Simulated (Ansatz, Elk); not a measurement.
## Bonding as seen by X-rays: ZnGaGeH

Structure refinements treat a crystal as free atoms side by side. For a made-up structure of ZnGaGeH (cell and positions from a PBE relaxation) the runs below show what the calculated density changes in F(hkl).

Main program and level: Elk 11.2.3 (patched build); DFT, PBE, all-electron APW+lo, Dirac cores, scalar-relativistic bands, static density, no spin.

The structure was built from a prototype and need not be the compound's stable phase.

## Step 1: Set-up

It takes space group P3m1 (No. 156, trigonal). Conventional cell: a = 3.962 Å, b = 3.962 Å, c = 5.200 Å, α = 90.00°, β = 90.00°, γ = 120.00°. Nearest to Ge lie 3 Ga at 2.57 Å and 3 Zn at 2.60 Å. Nearest to Ga lie 1 H at 1.62 Å and 3 Ge at 2.57 Å. Nearest to Zn lie 3 H at 2.57 Å and 3 Ge at 2.60 Å. H has 1 Ga at 1.62 Å nearest. Farther neighbours are not listed.

## Step 2: Ground state and structure factors

An all-electron density is needed, since X-rays see the cores too. Task 0 finds the density and task 195 Fourier-transforms it; tshift is off so that phases refer to the origin typed.

Contents of elk.in:

```
tasks
  0
  195

xctype
  20

spinpol
  .false.

rgkmax
  7.0

gmaxvr
  14.0

lmaxo
  7

lmaxapw
  8

swidth
  0.002

tshift
  .false.

ramdisk
  .false.

hmaxvr
  5.5

maxscl
  120

epspot
  1e-06

sppath
  './'

avec
  7.48720329002 -0.00000000000 0.00000000000
  -3.74360164501 6.48410825246 -0.00000000000
  0.00000000000 -0.00000000000 9.82705312189

atoms
  4
  'Ge.in'
  1
  0.6666666667 0.3333333333 0.3451437895   0.000000 0.000000 0.000000
  'Ga.in'
  1
  0.0000000000 0.0000000000 0.5690865690   0.000000 0.000000 0.000000
  'Zn.in'
  1
  0.3333333333 0.6666666667 1.1075035595   0.000000 0.000000 0.000000
  'H.in'
  1
  -0.0000000000 -0.0000000000 0.8813660820   0.000000 0.000000 0.000000

ngridk
  7 7 5
```

Command:

```bash
$ OMP_NUM_THREADS=4 elk
```

Numbers of over 12 decimals in the logs are rounded to 6 here.

The program printed:

```text
┌─────────────────────────┐
│ Elk code version 11.2.3 │
└─────────────────────────┘

All units are atomic (Hartree, Bohr, etc.)

┌─────────────────────────────────────────────────┐
│ Ground-state run starting from atomic densities │
└─────────────────────────────────────────────────┘

Lattice vectors :
   7.487203290      -0.000000000       0.000000000
  -3.743601645       6.484108252      -0.000000000
   0.000000000      -0.000000000       9.827053122

Reciprocal lattice vectors :
  0.8391898902      0.4845065090       0.000000000
   0.000000000      0.9690130181       0.000000000
   0.000000000       0.000000000      0.6393763450

Unit cell volume      :    477.0821696
Brillouin zone volume :   0.5199318466

Muffin-tin inner radius fraction :   0.1000000000E-01

Nuclei treated as point charges

Species : 1 (Ge)
 parameters loaded from : Ge.in
 name : germanium
 nuclear charge    :   -32.00000000
 electronic charge :    32.00000000
 atomic mass :    132414.6196
 muffin-tin radius :    2.400000000
 number of radial points in muffin-tin :    993
 inner part over the whole radius :   0.9906635991E-02
 number on inner part of muffin-tin    :    702
 approximate nuclear radius :   0.7637961215E-04
 number of mesh points to nuclear radius :    340
 atomic positions (lattice), magnetic fields (Cartesian) :
  1 :   0.66666667  0.33333333  0.34514379    0.00000000  0.00000000  0.00000000

Species : 2 (Ga)
 parameters loaded from : Ga.in
 name : gallium
 nuclear charge    :   -31.00000000
 electronic charge :    31.00000000
 atomic mass :    127097.2539
 muffin-tin radius :    1.906602545
 number of radial points in muffin-tin :    993
 inner part over the whole radius :   0.9848576612E-02
 number on inner part of muffin-tin    :    697
 approximate nuclear radius :   0.7562051033E-04
 number of mesh points to nuclear radius :    344
 atomic positions (lattice), magnetic fields (Cartesian) :
  1 :   0.00000000  0.00000000  0.56908657    0.00000000  0.00000000  0.00000000

Species : 3 (Zn)
 parameters loaded from : Zn.in
 name : zinc
 nuclear charge    :   -30.00000000
 electronic charge :    30.00000000
 atomic mass :    119233.3130
 muffin-tin radius :    2.400000000
 number of radial points in muffin-tin :    993
 inner part over the whole radius :   0.9843840322E-02
 number on inner part of muffin-tin    :    701
 approximate nuclear radius :   0.7484757725E-04
 number of mesh points to nuclear radius :    337
 atomic positions (lattice), magnetic fields (Cartesian) :
  1 :   0.33333333  0.66666667  0.10750356    0.00000000  0.00000000  0.00000000

Species : 4 (H)
 parameters loaded from : H.in
 name : hydrogen
 nuclear charge    :   -1.000000000
 electronic charge :    1.000000000
 atomic mass :    1837.362221
 muffin-tin radius :    1.112184818
 number of radial points in muffin-tin :    393
 inner part over the whole radius :   0.9820413148E-02
 number on inner part of muffin-tin    :    256
 approximate nuclear radius :   0.2766748019E-04
 number of mesh points to nuclear radius :     79
 atomic positions (lattice), magnetic fields (Cartesian) :
  1 :   0.00000000  0.00000000  0.88136608    0.00000000  0.00000000  0.00000000

Total number of atoms per unit cell :    4
Total muffin-tin volume :    150.6057610
 ratio of muffin-tin to unit cell volume :   0.3156809678

Spin treatment :
 spin-unpolarised

Number of Bravais lattice symmetries :   24
Number of crystal symmetries         :    6
Crystal has no inversion symmetry
Complex Hermitian eigensolver will be used

k-point grid :      7     7     5
k-point offset :    0.000000000       0.000000000       0.000000000
k-point set is reduced with full crystal symmetry group
Total number of k-points :       60

Muffin-tin radius times maximum |G+k| :    7.000000000
 using average radius
Maximum |G+k| for APW functions       :    3.581117979
Maximum (1/2)|G+k|²                   :    6.412202990
Maximum |G| for potential and density :    14.00000000
Constant for pseudocharge density :    8
[...]
at k-point 54

Charges :
 core                        :    48.00000000
 valence                     :    46.00000000
 interstitial                :    5.593014500
 muffin-tins (core leakage)
  species : 1 (Ge)
   atom 1                    :    30.69524658     (  0.3408902565E-03)
  species : 2 (Ga)
   atom 1                    :    28.55527476     (  0.1004502865E-01)
  species : 3 (Zn)
   atom 1                    :    28.56702130     (  0.8351161122E-04)
  species : 4 (H)
   atom 1                    :   0.5894428529     (   0.000000000    )
 total in muffin-tins        :    88.40698550
 total calculated charge     :    93.98951167
 total charge                :    94.00000000
 error                       :   0.1048832851E-01

RMS change in Kohn-Sham potential (target) :    33.08962938     (  0.1000000000E-05)
Absolute change in total energy (target)   :   0.1917705626     (  0.1000000000E-03)

[... loops 3 to 20 left out ...]

┌──────────────────┐
│ Loop number : 21 │
└──────────────────┘

Energies :
 Fermi                       :     0.153997
 sum of occupied eigenvalues :     -3357.8051295867
 electron kinetic            :      5955.6439635229
 core electron kinetic       :      5450.1732404707
 Coulomb                     :     -11568.083836213
 Coulomb potential           :     -9017.7150794333
 nuclear-nuclear             :     -714.92819586093
 electron-nuclear            :     -12703.843853611
 Hartree                     :      1850.6882132590
 Madelung                    :     -7059.2262964965
 xc potential                :     -295.73401367633
 exchange                    :     -222.87926011764
 correlation                 :     -4.535331
 electron entropic           :    -0.24921877669982E-03
 total energy                :     -5839.8547133801

Density of states at Fermi energy :    16.77976741
 (states/Hartree/unit cell)

Estimated indirect band gap :   0.4300669931E-02
 from k-point 10 to k-point 15
Estimated direct band gap   :   0.2530858294E-01
 at k-point 15

Charges :
 core                        :    48.00000000
 valence                     :    46.00000000
 interstitial                :    5.526379949
 muffin-tins (core leakage)
  species : 1 (Ge)
[...]
species : 2 (Ga)
[...]
species : 3 (Zn)
[...]
species : 4 (H)
   atom 1                    :   0.5183359322     (   0.000000000    )
 total in muffin-tins        :    88.47362005
 total calculated charge     :    93.98987144
 total charge                :    94.00000000
 error                       :   0.1012855511E-01

RMS change in Kohn-Sham potential (target) :   0.5155629334E-06 (  0.1000000000E-05)
Absolute change in total energy (target)   :   0.8311053534E-07 (  0.1000000000E-03)

Convergence targets achieved

┌──────────────────┐
│ Loop number : 22 │
└──────────────────┘

Energies :
 Fermi                       :     0.153997
 sum of occupied eigenvalues :     -3357.8051302634
 electron kinetic            :      5955.6439642275
 core electron kinetic       :      5450.1732401038
 Coulomb                     :     -11568.083837692
 Coulomb potential           :     -9017.7150789826
 nuclear-nuclear             :     -714.92819586093
 electron-nuclear            :     -12703.843856998
 Hartree                     :      1850.6882151669
 Madelung                    :     -7059.2262982004
 xc potential                :     -295.73401550831
 exchange                    :     -222.87926023013
 correlation                 :     -4.535331
 electron entropic           :    -0.24921876724237E-03
 total energy                :     -5839.8547142677

Density of states at Fermi energy :    16.77976677
 (states/Hartree/unit cell)

Estimated indirect band gap :   0.4300670534E-02
 from k-point 10 to k-point 15
Estimated direct band gap   :   0.2530858175E-01
 at k-point 15

Charges :
 core                        :    48.00000000
 valence                     :    46.00000000
 interstitial                :    5.526379925
 muffin-tins (core leakage)
  species : 1 (Ge)
   atom 1                    :    30.58517726     (  0.3363687134E-03)
  species : 2 (Ga)
   atom 1                    :    28.58112237     (  0.9709807979E-02)
  species : 3 (Zn)
   atom 1                    :    28.78898452     (  0.8030582347E-04)
  species : 4 (H)
   atom 1                    :   0.5183359328     (   0.000000000    )
 total in muffin-tins        :    88.47362007
 total calculated charge     :    93.98987144
 total charge                :    94.00000000
 error                       :   0.1012855511E-01

┌──────────────────────────────┐
│ Self-consistent loop stopped │
└──────────────────────────────┘

Warning : core states of species 1 leak from the muffin-tin :   0.3363687134E-03

Warning : core states of species 2 leak from the muffin-tin :   0.9709807979E-02

Wrote STATE.OUT
```

Wall time 52 s (4 threads of Intel Xeon Platinum 8375C at 2.90GHz (Ice Lake), shared host); peak memory 0.16 GiB; 3 min of CPU time.

SFACRHO.OUT:

```text

h k l indices transformed by vhmat matrix:
   1.000000000       0.000000000       0.000000000    
   0.000000000       1.000000000       0.000000000    
   0.000000000       0.000000000       1.000000000    

      h      k      l  multipl.   |H|            Re(F)            Im(F)           |F|

      0      0      0      1   0.0000000       93.999999      0.38945254E-16   93.999999    
      0      0      1      1  0.63937634      -20.519357       29.509832       35.942652    
      0      0     -1      1  0.63937634      -20.519357      -29.509832       35.942652    
      0      1      0      3  0.96901302      0.74757352       1.4331256       1.6163895    
      0     -1      0      3  0.96901302      0.74757352      -1.4331256       1.6163895    
     -1      1     -1      3   1.1609429      -30.661890       60.058244       67.432516    
      0      1      1      3   1.1609429      -30.661890      -60.058244       67.432516    
     -1      0     -1      3   1.1609429      -19.870144      0.28491243       19.872186    
     -1      1      1      3   1.1609429      -19.870144     -0.28491246       19.872186    
      0      0     -2      1   1.2787527       12.122256      -18.337096       21.981770    
      0      0      2      1   1.2787527       12.122256       18.337096       21.981770    
      0      1      2      3   1.6044297       55.477328       5.5706891       55.756313    
     -1      0     -2      3   1.6044297      -21.466456      -29.277736       36.304195    
     -1      1      2      3   1.6044297      -21.466456       29.277736       36.304195    
      1      0     -2      3   1.6044297       55.477328      -5.5706891       55.756313    
      1     -2      0      6   1.6783798       69.187964      0.86644864E-09   69.187964    
      2     -1     -1      6   1.7960403      -16.074567      -22.795519       27.893143    
      1     -2      1      6   1.7960403      -16.074567       22.795519       27.893143
```

Elk indexes on the primitive cell of elk.in and gives |H| = 4π sin θ/λ in inverse bohr. Below, one row stands for each form hkl of the conventional cell (m members, Friedel mates merged), F is for one primitive cell and the density is static (no thermal factor). Free-atom factors are Waasmaier and Kirfel's, and R is Σm||F|−|F'||/Σm|F|.

```csv
hkl,m,sin θ/λ (Å⁻¹),"abs F, DFT",neutral atoms,diff.,abs of complex diff.
001,2,0.096,35.943,35.775,+0.167,0.183
100,6,0.146,1.616,1.354,+0.263,0.263
011,6,0.175,67.432,67.464,-0.031,0.084
101,6,0.175,19.872,20.082,-0.210,0.263
002,2,0.192,21.982,22.297,-0.316,0.330
012,6,0.241,55.756,56.115,-0.359,0.368
102,6,0.241,36.304,36.612,-0.308,0.331
110,6,0.252,69.188,69.576,-0.388,0.388
111,12,0.270,27.893,28.193,-0.300,0.302
003,2,0.288,6.994,7.199,-0.205,0.242
200,6,0.291,1.231,1.256,-0.025,0.099
021,6,0.307,16.169,16.339,-0.170,0.202
201,6,0.307,55.005,55.357,-0.352,0.355
112,12,0.317,18.103,18.282,-0.179,0.182
```

## Step 3: The highest occupied states alone

An energy window below the Fermi level keeps the highest occupied states, to see at which angles they scatter; shallow core shells can lie inside it and anion s states outside. No new self-consistency is needed.

Changes to elk.in since step 2:

```diff
@@ -1,3 +1,2 @@
 tasks
-  0
   195
@@ -40,2 +39,5 @@
 
+wsfac
+  -0.287000 0.454000
+
 sppath
```

Command:

```bash
$ OMP_NUM_THREADS=4 elk
```

The program printed:

```text
┌─────────────────────────────────┐
│ Elk code version 11.2.3 started │
└─────────────────────────────────┘

Info(readinput): the functional depends on the density's gradient
 muffin-tin radial points multiplied by    2.00000
 (not where nrmtscf is given)

┌────────────────────┐
│ Current task : 195 │
└────────────────────┘
Info(checkmt): changed muffin-tin radius of species 2 (Ga) from   2.4000 to   1.9066
Info(checkmt): changed muffin-tin radius of species 4 (H) from   1.4000 to   1.1122

Info(sfacrho): density structure factors written to SFACRHO.OUT

 Energy window :  -0.2870000000      0.4540000000

┌──────────────────┐
│ Elk code stopped │
└──────────────────┘
```

Run time: 6.2 s. Hardware: 4 threads; peak memory 0.17 GiB.

States within 12 eV below the Fermi level hold 20.00 electrons; any levels below the window count with the cores. Their amplitudes can exceed the total, where window and core parts have opposite phase:

```
hkl  sin θ/λ (Å⁻¹)  abs F, window  abs F, all
001          0.096          9.219      35.943
100          0.146          7.346       1.616
011          0.175          9.580      67.432
101          0.175          7.177      19.872
002          0.192          6.862      21.982
012          0.241          6.959      55.756
102          0.241          6.744      36.304
110          0.252          6.767      69.188
111          0.270          6.039      27.893
003          0.288          5.712       6.994
```

(Part 1 of 2 ends here.)

[Logs are printed without paths, hosts, clocks, repeated set-up lines and the standing remarks that a program may print on its own settings, such as how far it seeks lower states.]

[Hosts, paths, dates, database ids (printed as entryN), source tags and the programs' standing remarks are cut or masked in the printed files.]
